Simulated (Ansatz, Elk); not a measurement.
# How far do independent atoms describe KZr?, part 2 of 2

The structure of KZr used here is made up (a known structure type with other elements) and was relaxed beforehand with PBE. The aim is the Fourier transform of its all-electron density, F(hkl), set beside the sum over free spherical atoms that refinements use.

Elk 11.2.3 (patched build); all-electron DFT.

So far: Set-up; Ground state and structure factors; The highest occupied states alone.

The structure was built from a prototype and need not be the compound's stable phase.

## (4) Another functional

Level of this step: DFT, LDA (Perdew-Wang), all-electron APW+lo, Dirac cores, scalar-relativistic bands, static density, no spin (Elk).

The difference from free atoms is small, so it is set against the change that LDA (Perdew-Wang) makes.

File elk.in:

```
tasks
  0
  195

xctype
  3

spinpol
  .false.

rgkmax
  7.0

gmaxvr
  14.0

lmaxo
  7

lmaxapw
  8

swidth
  0.002

tshift
  .false.

ramdisk
  .false.

hmaxvr
  5.5

maxscl
  120

epspot
  1e-06

sppath
  './'

avec
  6.10793333340 -0.00000000000 0.00000000000
  -3.05396666670 5.28962543134 -0.00000000000
  0.00000000000 -0.00000000000 13.14973829139

atoms
  2
  'Zr.in'
  1
  0.6666666667 0.3333333333 -0.0000000000   0.000000 0.000000 0.000000
  'K.in'
  1
  -0.0000000000 0.0000000000 0.5000000000   0.000000 0.000000 0.000000

ngridk
  8 8 4
```

Started as:

```console
> OMP_NUM_THREADS=4 elk
```

Numbers of over 12 decimals in the logs are rounded to 6 here.

What it wrote:

```text
┌─────────────────────────┐
│ Elk code version 11.2.3 │
└─────────────────────────┘

All units are atomic (Hartree, Bohr, etc.)

┌─────────────────────────────────────────────────┐
│ Ground-state run starting from atomic densities │
└─────────────────────────────────────────────────┘

Lattice vectors :
   6.107933333      -0.000000000       0.000000000
  -3.053966667       5.289625431      -0.000000000
   0.000000000      -0.000000000       13.14973829

Reciprocal lattice vectors :
   1.028692516      0.5939159009       0.000000000
[...]
Charges :
 core                        :    38.00000000
 valence                     :    21.00000000
 interstitial                :    3.581736907
 muffin-tins (core leakage)
  species : 1 (Zr)
   atom 1                    :    37.79878860     ( -0.2385921544E-05)
  species : 2 (K)
   atom 1                    :    17.61947449     ( -0.3353047569E-05)
 total in muffin-tins        :    55.41826309
 total calculated charge     :    58.99979117
 total charge                :    59.00000000
 error                       :   0.2088278507E-03

┌──────────────────────────────┐
│ Self-consistent loop stopped │
└──────────────────────────────┘

Wrote STATE.OUT
[key lines of the parts left out:]
total energy                :     -4195.8454353710
```

Run time: 7.5 s. Hardware: 4 threads of Arm Neoverse V2, shared host; peak memory 0.16 GiB; 20 s of CPU time.

Against the first run R = 0.05 %; the largest change is +0.031 at 002.

## (5) A coarser k-mesh

About half the k-points along each axis test the sampling.

Changes to elk.in since step 4:

```diff
@@ -5,3 +5,3 @@
 xctype
-  3
+  20
 
@@ -58,2 +58,2 @@
 ngridk
-  8 8 4
+  4 4 2
```

Started as:

```console
> OMP_NUM_THREADS=4 elk
```

What it wrote:

```text
┌─────────────────────────┐
│ Elk code version 11.2.3 │
└─────────────────────────┘

All units are atomic (Hartree, Bohr, etc.)

┌─────────────────────────────────────────────────┐
│ Ground-state run starting from atomic densities │
└─────────────────────────────────────────────────┘

Lattice vectors :
   6.107933333      -0.000000000       0.000000000
  -3.053966667       5.289625431      -0.000000000
   0.000000000      -0.000000000       13.14973829

Reciprocal lattice vectors :
   1.028692516      0.5939159009       0.000000000
[...]
Charges :
 core                        :    38.00000000
 valence                     :    21.00000000
 interstitial                :    3.614328480
 muffin-tins (core leakage)
  species : 1 (Zr)
   atom 1                    :    37.75500567     (  0.2492654470E-05)
  species : 2 (K)
   atom 1                    :    17.63066585     ( -0.1011849022E-06)
 total in muffin-tins        :    55.38567152
 total calculated charge     :    58.99987105
 total charge                :    59.00000000
 error                       :   0.1289512182E-03

┌──────────────────────────────┐
│ Self-consistent loop stopped │
└──────────────────────────────┘

Wrote STATE.OUT
[key lines of the parts left out:]
total energy                :     -4201.2682638816
```

Run time: 7.9 s. Hardware: 4 threads; peak memory 0.16 GiB; 14 s of CPU time.

Against the first run R = 0.02 %; the largest change is -0.030 at 100.

## (6) Basis size

A smaller basis shows how fast F responds to it; the change is likely larger than the basis error of the first run, but doesn't show convergence.

Changes to elk.in since step 5:

```diff
@@ -11,3 +11,3 @@
 rgkmax
-  7.0
+  5.5
 
@@ -58,2 +58,2 @@
 ngridk
-  4 4 2
+  8 8 4
```

Started as:

```console
> OMP_NUM_THREADS=4 elk
```

What it wrote:

```text
┌─────────────────────────┐
│ Elk code version 11.2.3 │
└─────────────────────────┘

All units are atomic (Hartree, Bohr, etc.)

┌─────────────────────────────────────────────────┐
│ Ground-state run starting from atomic densities │
└─────────────────────────────────────────────────┘

Lattice vectors :
   6.107933333      -0.000000000       0.000000000
  -3.053966667       5.289625431      -0.000000000
   0.000000000      -0.000000000       13.14973829

Reciprocal lattice vectors :
   1.028692516      0.5939159009       0.000000000
[...]
Charges :
 core                        :    38.00000000
 valence                     :    21.00000000
 interstitial                :    3.688708603
 muffin-tins (core leakage)
  species : 1 (Zr)
   atom 1                    :    37.71637624     (  0.2484840497E-05)
  species : 2 (K)
   atom 1                    :    17.59491516     ( -0.1013009392E-06)
 total in muffin-tins        :    55.31129140
 total calculated charge     :    58.99982989
 total charge                :    59.00000000
 error                       :   0.1701093388E-03

┌──────────────────────────────┐
│ Self-consistent loop stopped │
└──────────────────────────────┘

Wrote STATE.OUT
[key lines of the parts left out:]
total energy                :     -4201.2147729000
```

The job ended after 10 s (4 threads; peak memory 0.16 GiB; 24 s of CPU time).

Against the first run R = 0.02 %; the largest change is -0.038 at 002.

## (7) Settings against the effect

| run | R against the first run (%) | R against neutral atoms, low angle (%) | wall time |
| --- | --- | --- | --- |
| PBE, rgkmax 7 | 0.00 | 0.29 | 12 s |
| LDA (Perdew-Wang) | 0.05 | 0.28 | 7.5 s |
| k-mesh 4×4×2 | 0.02 | 0.31 | 7.9 s |
| rgkmax 5.5 | 0.02 | 0.33 | 10 s |

## (8) Summary of results

| Item | Value |
| --- | --- |
| R against neutral atoms, sin θ/λ < 0.3 Å⁻¹ | 0.29 % |
| R against neutral atoms, 0.3 to 0.82 Å⁻¹ | 0.15 % |

What this shows: Independent neutral atoms miss the calculated amplitudes by R = 0.29 % below 0.3 Å⁻¹ and 0.15 % from there to 0.82 Å⁻¹; by shells, 0.45 % below 0.15 Å⁻¹ (2 forms), 0.27 % 0.15 to 0.3 (6 forms), 0.17 % 0.3 to 0.45 (13 forms), 0.15 % above 0.45 (71 forms). Bonding, aspherical density and the tables' own atoms all enter these figures, and the runs don't part them. The largest change of an amplitude is -0.22 electrons, at 100. R counts amplitudes alone; phases shift too. The window's part falls from 5.0 electrons at the origin to at most 0.04 between 0.45 and 0.82 Å⁻¹. Below 0.3 Å⁻¹ the changes that finished (LDA (Perdew-Wang), k-mesh 4×4×2 and rgkmax 5.5) move F by R = 0.05 % at most, against the 0.29 % that separates it from free atoms. Part of the difference isn't bonding: the tables are fits to free atoms and ions calculated by other methods than this functional. Thermal motion, anomalous dispersion and extinction are left out.

[Logs are printed without paths, hosts, clocks, repeated set-up lines and the standing remarks that a program may print on its own settings, such as how far it seeks lower states.]

[Hosts, paths, dates, database ids (printed as entryN), source tags and the programs' standing remarks are cut or masked in the printed files.]
